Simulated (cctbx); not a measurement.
# Diagnosing a refinement

Cell a = 6.5000 Å, b = 6.5000 Å, c = 12.9720 Å, α = 90.00°, β = 90.00°, γ = 90.00°; space group I-42m (no. 121). The compound is BaCu2GeTe4.

Simulated single-crystal data (cctbx): Cu Kα, λ = 1.54184 Å, to d = 0.83 Å, 80 % of the full sphere, strongest reflection 20000 counts, noise from counting, a 3 % proportional error and a noise floor of 4 counts (s.d.); no absorption, and some extinction, which the refinements don't model.

An isotropic refinement with weights 1/σ² prints:

```text
Rint 0.026, 290 unique reflections to 0.83 A
cycle     R1     wR2    GooF  max shift (A)
   1  0.6208  0.9087  35.208   0.05193
  12  0.0274  0.1602   6.206   0.07622
final R1 0.0174 wR2 0.0894 GooF 3.466  parameters 10  data/parameter 29.0
atom        x        y        z      Ueq    occ   su(xyz)  su(Uiso or U11)
Ba1    0.00000  0.00000  0.00000   0.0126  1.000  0.00000  0.0005
Te1    0.74146  0.74146  0.13207   0.0125  1.000  0.00010  0.0004
Ge1    0.50000  0.50000  0.00000   0.0131  1.000  0.00000  0.0008
Cu1    0.50000  0.00000  0.25000   0.0159  1.000  0.00000  0.0007
Cu2    0.54343  0.04773  0.64201   1.0000  1.000  0.01614  0.0453
difference map: max 0.91 min -1.15 rms 0.27
Q1    0.2530  0.2530  0.1269    8    0.92  0.08 A from Te1
Q2    0.1969  0.1969  0.2817    8    0.67  2.02 A from Te1
Q3    0.0000  0.0000  0.0000    2    0.66  0.00 A from Ba1
Q4    0.1384  0.2741  0.7800   16    0.63  1.66 A from Cu2
Q5    0.2014  0.2014  0.7499    8    0.59  1.57 A from Te1
Q6    0.0000  0.0000  0.5000    2    0.56  0.00 A from Ge1
```

Q: Accept it or mend it, and why?

Mend it. The fault: spurious atom: Cu2. Against the right model at the same level, R1 goes from 0.0108 to 0.0174 and GooF from 0.98 to 3.47, Cu2 takes U = the program's ceiling, the top difference peak, 0.9 e/Å³, lies on Te1 and a hole of -1.1 e/Å³ opens. A site with no density behind it hides by a very large U or drifts. The fit had not settled when the cycles ran out.

The compound is BaCu2GeTe4. The right model at the same level gives:

```text
Rint 0.026, 290 unique reflections to 0.83 A
cycle     R1     wR2    GooF  max shift (A)
   1  0.2876  0.5710  21.968   0.10053
   3  0.0108  0.0254   0.976   0.00000
final R1 0.0108 wR2 0.0254 GooF 0.976  parameters 6  data/parameter 48.3
atom        x        y        z      Ueq    occ   su(xyz)  su(Uiso or U11)
Ba1    0.00000  0.00000  0.00000   0.0127  1.000  0.00000  0.0001
Te1    0.74147  0.74147  0.13205   0.0127  1.000  0.00003  0.0001
Ge1    0.50000  0.50000  0.00000   0.0133  1.000  0.00000  0.0002
Cu1    0.50000  0.00000  0.25000   0.0161  1.000  0.00000  0.0002
difference map: max 0.27 min -0.30 rms 0.09
Q1    0.1154  0.2817  0.7893   16    0.28  1.68 A from Cu1
Q2    0.1030  0.1030  0.6446    8    0.28  1.28 A from Te1
Q3    0.1262  0.1262  0.9962    8    0.26  1.16 A from Ba1
Q4    0.1329  0.1329  0.3619    8    0.26  2.17 A from Ge1
Q5    0.1254  0.2809  0.2951   16    0.25  1.74 A from Cu1
Q6    0.0000  0.0000  0.4397    4    0.25  0.78 A from Ge1
```

The model is made up (kin elements in a known structure type, no relaxation), so it says nothing on whether the phase exists.

[Middle refinement cycles are left out of these outputs.]

[Logs are printed without paths, hosts, clocks, repeated set-up lines and the standing remarks that a program may print on its own settings, such as how far it seeks lower states.]
